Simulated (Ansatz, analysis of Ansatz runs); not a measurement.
# Local vibrational mode of the N-H pair in ZnSe (PBE), part 2 of 2

How near does this set-up come to the measured local vibrational mode? Subject: N-H pair in ZnSe. Set-up: PBE, 64-site cell, PBE lattice, 420 eV, k: the single point 1/4 1/4 1/4, anharmonic cut along the mode. The model is a cell of 64 host atoms with N put on another atom's site and H put in between. The frequencies come from force constants among the defect atom and its neighbours, with the masses of the isotopes named.

Ansatz 0.2.0; PBE, 64-site cell, PBE lattice, 420 eV, k: the single point 1/4 1/4 1/4, anharmonic cut along the mode.

So far. Step 2 (Relaxation, charge 0): Neighbours of the added atoms: H65: N16 1.03, Zn57 2.47, Zn42 2.47 Å.

## 3. Local vibrational modes

A local mode lives on the defect and the atoms next to it, so only the sites listed in the input are displaced, which costs far fewer SCF runs than the whole cell would.

This step: plane-wave PAW DFT, PBE; finite-displacement force constants among the atoms nearest to a defect, the others at rest.

modes/input.yaml reads:

```yaml
crystal:
  lattice:
    - [11.46365847, 0.0, 0.0]
    - [0.0, 0.0, -11.46365847]
    - [0.0, 11.46365847, 0.0]
  atoms:
    - { symbol: Zn, position: [-0.000164064, -0.000432534, -0.001449103] }
    - { symbol: Zn, position: [-0.004474221, 0.249330573, 0.245287016] }
    - { symbol: Zn, position: [0.249627872, -0.004751729, 0.245271219] }
    - { symbol: Zn, position: [0.249511553, 0.249255399, -0.003488452] }
    - { symbol: Se, position: [0.124758902, 0.124476591, 0.123402573] }
    - { symbol: Se, position: [0.121258868, 0.376574334, 0.371025194] }
    - { symbol: Se, position: [0.376834953, 0.120983938, 0.371036475] }
    - { symbol: Se, position: [0.374916057, 0.374633165, 0.122858389] }
    - { symbol: Zn, position: [-0.00448839, -0.004766047, 0.499385248] }
    - { symbol: Zn, position: [-6.5957e-05, 0.255140349, 0.751483261] }
    - { symbol: Zn, position: [0.255416583, -0.000324751, 0.751470267] }
    - { symbol: Zn, position: [0.215592432, 0.215333632, 0.465344056] }
    - { symbol: Se, position: [0.121259901, 0.120990682, 0.626581502] }
    - { symbol: Se, position: [0.132272003, 0.377484432, 0.868365747] }
    - { symbol: Se, position: [0.37776552, 0.132010831, 0.868357724] }
    - { symbol: "N", position: [0.392857714, 0.392628836, 0.642613167] }
    - { symbol: Zn, position: [0.004496942, 0.498449501, -0.003064279] }
    - { symbol: Zn, position: [-0.000153603, 0.748506054, 0.249602619] }
    - { symbol: Zn, position: [0.255429603, 0.501444055, 0.249706248] }
    - { symbol: Zn, position: [0.250171353, 0.748095329, -0.00186521] }
    - { symbol: Se, position: [0.126155418, 0.623544869, 0.12518085] }
    - { symbol: Se, position: [0.124758009, 0.873372683, 0.374515667] }
    - { symbol: Se, position: [0.377766107, 0.618347255, 0.38202927] }
    - { symbol: Se, position: [0.376601279, 0.872599518, 0.122620889] }
    - { symbol: Zn, position: [-4.3578e-05, 0.501447266, 0.505192007] }
    - { symbol: Zn, position: [0.004467413, 0.746922581, 0.748524457] }
    - { symbol: Zn, position: [0.279054637, 0.486350975, 0.736336404] }
    - { symbol: Zn, position: [0.249534678, 0.746489589, 0.499271341] }
    - { symbol: Se, position: [0.13226538, 0.618366232, 0.627528847] }
    - { symbol: Se, position: [0.126156061, 0.87516196, 0.87358844] }
    - { symbol: Se, position: [0.376814753, 0.623853498, 0.873898426] }
    - { symbol: Se, position: [0.374918035, 0.872807545, 0.624688676] }
    - { symbol: Zn, position: [0.498747317, 0.004220035, -0.003070856] }
    - { symbol: Zn, position: [0.501711737, 0.255145699, 0.249719834] }
    - { symbol: Zn, position: [0.748791227, -0.000429628, 0.24958521] }
    - { symbol: Zn, position: [0.74836331, 0.249904913, -0.001874554] }
    - { symbol: Se, position: [0.623817928, 0.125882792, 0.125182571] }
    - { symbol: Se, position: [0.618624256, 0.377484242, 0.382037651] }
    - { symbol: Se, position: [0.873644479, 0.124471046, 0.374519709] }
    - { symbol: Se, position: [0.872876152, 0.376306092, 0.122629252] }
    - { symbol: Zn, position: [0.501719881, -0.000344579, 0.505193667] }
    - { symbol: Zn, position: [0.486579191, 0.278817383, 0.736329579] }
    - { symbol: Zn, position: [0.747166478, 0.004209525, 0.748497693] }
    - { symbol: Zn, position: [0.746773317, 0.249242303, 0.499302445] }
    - { symbol: Se, position: [0.618603712, 0.13200203, 0.627527888] }
    - { symbol: Se, position: [0.624126867, 0.37653484, 0.873891204] }
    - { symbol: Se, position: [0.875414255, 0.1258718, 0.873582227] }
    - { symbol: Se, position: [0.87309821, 0.374652482, 0.624687474] }
    - { symbol: Zn, position: [0.502360177, 0.502082873, 0.000590062] }
    - { symbol: Zn, position: [0.498744255, 0.746921858, 0.254249432] }
    - { symbol: Zn, position: [0.747194969, 0.498449004, 0.25424457] }
    - { symbol: Zn, position: [0.750567856, 0.750287831, 0.000327812] }
    - { symbol: Se, position: [0.625763295, 0.625487211, 0.12708304] }
    - { symbol: Se, position: [0.623831347, 0.875158951, 0.375912461] }
    - { symbol: Se, position: [0.875428425, 0.623548611, 0.375914389] }
    - { symbol: Se, position: [0.875219542, 0.874936014, 0.124978309] }
    - { symbol: Zn, position: [0.48660179, 0.486341591, 0.528821645] }
    - { symbol: Zn, position: [0.502362407, 0.750514964, 0.752096811] }
    - { symbol: Zn, position: [0.75080749, 0.502077781, 0.752117083] }
    - { symbol: Zn, position: [0.748374446, 0.748103478, 0.49993225] }
    - { symbol: Se, position: [0.62414164, 0.62385442, 0.626559349] }
    - { symbol: Se, position: [0.625750551, 0.877021655, 0.875521038] }
    - { symbol: Se, position: [0.877308716, 0.625477619, 0.875528105] }
    - { symbol: Se, position: [0.872868945, 0.872595765, 0.626360728] }
    - { symbol: H, position: [0.340887658, 0.340660333, 0.590615071] }
basis:
  ecutwfc: 420
  xc_grid: 2
hamiltonian:
  xc: pbe
kpoints:
  mp_grid: { grid: [1, 1, 1], shift: [0.25, 0.25, 0.25] }
scf:
  occupations: { method: fermi_dirac, width: 0.01 }
  max_iter: 120
output: {}
checkpoint:
  read: "../relax.run"
phonons:
  supercell: [1, 1, 1]
  displaced_sites: [15, 26, 41, 56, 64]
```

Launch:

```
$ ansatz run input.yaml --threads 4 --pin off --max-ram 14131MiB --backend cpu --events-out ev --progress --plain --runs-dir out
```

Numbers of over 12 decimals in the logs are rounded to 6 here.

The program printed:

```text
[...]
Crystal: 65 atoms, lattice volume = 1506.502 Å³
Basis set: ecut = 420 eV, 29423 PW (Γ), exchange–correlation on 160×160×160 points (8 copies of the dense FFT grid, shifted against one another)
Bands: 532, of which v1, the nominal top of the filled ones, is band 443 counted from 1 (442 counted from 0)
Symmetry: 1 space group operations
k-points: 1
[...]
SCF iter   5: F=-276194.355363 eV  HF=-276194.355363 eV  |F-HF|=5.82e-11  |Δ(HF+E_count)|=  1.75e-10  Δρ=5.59e-8  dr2=4.89e-11  ethr=1.00e-12  ⟨swp⟩=3.0  Hψ=2217  notcnv=0
SCF 1 converged in 5 iterations: F = -276194.355363 eV  dr2 = 4.89e-11
[...]
SCF 2 converged in 10 iterations: F = -276194.355333 eV  dr2 = 4.87e-12
[...]
SCF 3 converged in 7 iterations: F = -276194.355355 eV  dr2 = 2.44e-12
[...]
symmetry images taken by strict's conditions (phonons.symmetry_images: auto; settled by no image being taken that strict refuses)
  force constants formed among 5 of 65 sites (N 15, Zn 26, Zn 41, Zn 56, H 64); the other 60 at rest. The modes move the named sites alone.
  the frequencies, the zero-point energy and the sums are of the block with the acoustic sum rule laid on its rows. Row sums over every site: 1.2e-4 eV/Å² at the most
  transpose residual: 1.1e-4 eV/Å²
  largest component of a force at the reference: 8.2e-3 eV/Å on a named site, 2.5e-3 eV/Å on a site at rest
  frequencies among the named sites at Γ of the cell (cm⁻¹): 100.94 100.99 105.93 132.08 132.12 133.00 133.04 133.63 189.25 374.39 488.26 488.32 814.92 814.97 3288.06
  unstable modes among the named sites: 0
  frequencies as built, with no sum rule (cm⁻¹): 100.94 100.98 105.93 132.08 132.12 133.00 133.04 133.63 189.25 374.39 488.26 488.31 814.90 814.95 3288.06
  zero-point energy: 0.460594 eV/cell   skipped modes (ω ≤ 0): 0
  not written: the harmonic force-constant file, the file of eigenvectors (these modes' are written with the force constants), the density of states and the dispersion, which are of every site
[key lines of the parts left out:]
SCF converged after 5 iterations
Free energy (F): -276194.355363 eV
Fermi energy:    7.143711 eV
```

Wall time 16 min (4 threads of AMD EPYC 9R14 (Zen 4), shared host); peak memory 4.1 GiB; 62 min of CPU time.

This step gave:

| Quantity | Value |
| --- | --- |
| free energy | -276194.3554 eV |

The modes with the largest weight on the probed atoms (the light atom of a pair), for the masses of each isotope. Modes of the displaced atoms (local only where they lie over the host's phonons):

| isotopes | mode (cm⁻¹) | share of the defect atoms |
| --- | --- | --- |
| H | 3288 | 0.935 |
| H | 815 | 0.91 |
| H | 815 | 0.91 |
| D | 2401 | 0.876 |
| D | 616.7 | 0.628 |
| D | 616.7 | 0.628 |

## 4. Point 1 along the mode

A light atom samples the curved part of its well, so the energy is mapped along the mode and the one-dimensional Schrödinger equation solved on it.

This step: plane-wave PAW DFT, PBE; single point of a defect supercell.

cut0/input.yaml, as its differences from modes/input.yaml of step 3:

```diff
@@ -21,3 +21,3 @@
     - { symbol: Se, position: [0.37776552, 0.132010831, 0.868357724] }
-    - { symbol: "N", position: [0.392857714, 0.392628836, 0.642613167] }
+    - { symbol: "N", position: [0.391818912, 0.391590088, 0.641573822] }
     - { symbol: Zn, position: [0.004496942, 0.498449501, -0.003064279] }
@@ -32,3 +32,3 @@
     - { symbol: Zn, position: [0.004467413, 0.746922581, 0.748524457] }
-    - { symbol: Zn, position: [0.279054637, 0.486350975, 0.736336404] }
+    - { symbol: Zn, position: [0.279050993, 0.486350072, 0.736335499] }
     - { symbol: Zn, position: [0.249534678, 0.746489589, 0.499271341] }
@@ -47,3 +47,3 @@
     - { symbol: Zn, position: [0.501719881, -0.000344579, 0.505193667] }
-    - { symbol: Zn, position: [0.486579191, 0.278817383, 0.736329579] }
+    - { symbol: Zn, position: [0.486578285, 0.278813743, 0.736328673] }
     - { symbol: Zn, position: [0.747166478, 0.004209525, 0.748497693] }
@@ -62,3 +62,3 @@
     - { symbol: Se, position: [0.875219542, 0.874936014, 0.124978309] }
-    - { symbol: Zn, position: [0.48660179, 0.486341591, 0.528821645] }
+    - { symbol: Zn, position: [0.486600882, 0.486340684, 0.528818004] }
     - { symbol: Zn, position: [0.502362407, 0.750514964, 0.752096811] }
@@ -70,3 +70,3 @@
     - { symbol: Se, position: [0.872868945, 0.872595765, 0.626360728] }
-    - { symbol: H, position: [0.340887658, 0.340660333, 0.590615071] }
+    - { symbol: H, position: [0.355624452, 0.35539646, 0.605359182] }
 basis:
@@ -81,7 +81,5 @@
   max_iter: 120
-output: {}
+output:
+  forces: true
 checkpoint:
   read: "../relax.run"
-phonons:
-  supercell: [1, 1, 1]
-  displaced_sites: [15, 26, 41, 56, 64]
```

The program printed:

```text
[...]
Warning: checkpoint.read: the run can stay near the saved state's solution: 5 site(s) moved relative to the saved geometry (max |Δs| = 1.474e-2 fractional); [...]
[...]
Crystal: 65 atoms, lattice volume = 1506.502 Å³
Basis set: ecut = 420 eV, 29423 PW (Γ), exchange–correlation on 160×160×160 points (8 copies of the dense FFT grid, shifted against one another)
Bands: 508, of which v1, the nominal top of the filled ones, is band 443 counted from 1 (442 counted from 0)
Symmetry: 1 space group operations
[...]
k-points: 1
[...]
SCF iter  10: F=-276190.343630 eV  HF=-276190.343630 eV  |F-HF|=7.20e-8  |Δ(HF+E_count)|=   7.35e-8  Δρ=2.07e-6  dr2=6.14e-8  ethr=1.13e-11  ⟨swp⟩=3.0  Hψ=2056  notcnv=0
SCF 1 converged in 10 iterations: F = -276190.343630 eV  dr2 = 6.14e-8
[...]
SCF converged after 10 iterations
Free energy (F): -276190.343630 eV
[...]
Internal energy: -276190.343630 eV  (E = F + TS)
E sigma→0 (E₀):  -276190.343630 eV
Fermi energy:    7.139562 eV
[...]
--- Forces (eV/Å), atoms counted from 1 ---
  atom   1  Zn    -0.00047976    -0.00018866     0.00042946
  atom   2  Zn    -0.00213363    -0.00202658    -0.00211445
  [... 3 atoms left out ...]
  atom   6  Se     0.01052382     0.00996398     0.00181004
  atom   7  Se    -0.00134789     0.00998877    -0.01035002
  [... 4 atoms left out ...]
  atom  12  Zn    -0.00880949    -0.00841202     0.00919864
  atom  13  Se     0.01017630    -0.00089561    -0.01043526
  atom  14  Se     0.00322503    -0.00278421    -0.00047191
  [... 1 atom left out ...]
  atom  16  N     21.23551634    21.24656352   -21.23363924
  [... 10 atoms left out ...]
  atom  27  Zn     0.10038824     0.00763948    -0.00708285
  [... 14 atoms left out ...]
  atom  42  Zn     0.00718783     0.00778257    -0.10022452
  [... 14 atoms left out ...]
  atom  57  Zn     0.00724957     0.09975960    -0.00695066
  [... 7 atoms left out ...]
  atom  65  H    -21.33923042   -21.35020471    21.33860947
  max |Σ_I F_I| component: 4.64e-5 eV/Å
```

Run time: 34 s. Hardware: 4 threads; peak memory 3.7 GiB; 2.2 min of CPU time.

Numbers from this step:

| Item | Value |
| --- | --- |
| free energy | -276190.3436 eV |

The series, run alike:

| run | outcome | energy less the first (eV) | moment (μB) | time |
| --- | --- | --- | --- | --- |
| point 1 along the mode | converged | 0.0000 | 0.00 | 34 s |
| point 2 along the mode | converged | -2.2912 | 0.00 | 32 s |
| point 3 along the mode | converged | -3.3463 | 0.00 | 28 s |
| point 4 along the mode | converged | -3.8733 | 0.00 | 29 s |
| point 5 along the mode | converged | -3.9164 | 0.00 | 26 s |
| point 6 along the mode | converged | -3.6875 | 0.00 | 26 s |
| point 7 along the mode | converged | -3.4107 | 0.00 | 29 s |
| point 8 along the mode | converged | -3.0637 | 0.00 | 32 s |
| point 9 along the mode | converged | -2.7140 | 0.00 | 31 s |

## 5. Anharmonic fundamental

Analysis of the runs above: one-dimensional Schroedinger equation on a polynomial through PBE energies along the local mode.

It gives:

| Item | Value |
| --- | --- |
| stretch | 3116 cm⁻¹ |
| stretch harmonic | 3288 cm⁻¹ |

Energy against normal coordinate:

| normal coordinate (amu½ Å) | energy (eV) |
| --- | --- |
| -0.304 | 4.01 |
| -0.223 | 1.72 |
| -0.152 | 0.665 |
| -0.076 | 0.138 |
| 0.000 | 0 |
| 0.076 | 0.0953 |
| 0.152 | 0.324 |
| 0.223 | 0.601 |
| 0.304 | 0.948 |
| 0.385 | 1.30 |

## 6. Outcome

| Property | Result |
| --- | --- |
| distance from the defect atom to its nearest neighbour | 1.032 Å |
| N-H stretch, 1H | 3116 cm⁻¹ |
| N-H wag, 1H | 815 cm⁻¹ |
| time of the whole chain | 23 min on 4 threads |

N-H stretch, 1H: computed 3116 cm⁻¹, measured 3194 cm⁻¹; 78 cm⁻¹ (2 %) below the measurement. N-H wag, 1H: computed 815 cm⁻¹, measured 783 cm⁻¹; 32 cm⁻¹ (4 %) above the measurement. The anharmonic cut moves the N-H stretch, 1H from 3288 to 3116 cm⁻¹; a straight cut leaves out the coupling to the other modes. Only the named neighbours move, so modes near the host's band are approximate.

[Logs are printed without paths, hosts, clocks, repeated set-up lines and the standing remarks that a program may print on its own settings, such as how far it seeks lower states.]

[Hosts, paths, dates, database ids (printed as entryN), source tags and the programs' standing remarks are cut or masked in the printed files.]

[For some hosts the program warned that the k-mesh of the response run may be too coarse for force constants and the static dielectric constant; such warnings are not shown here.]
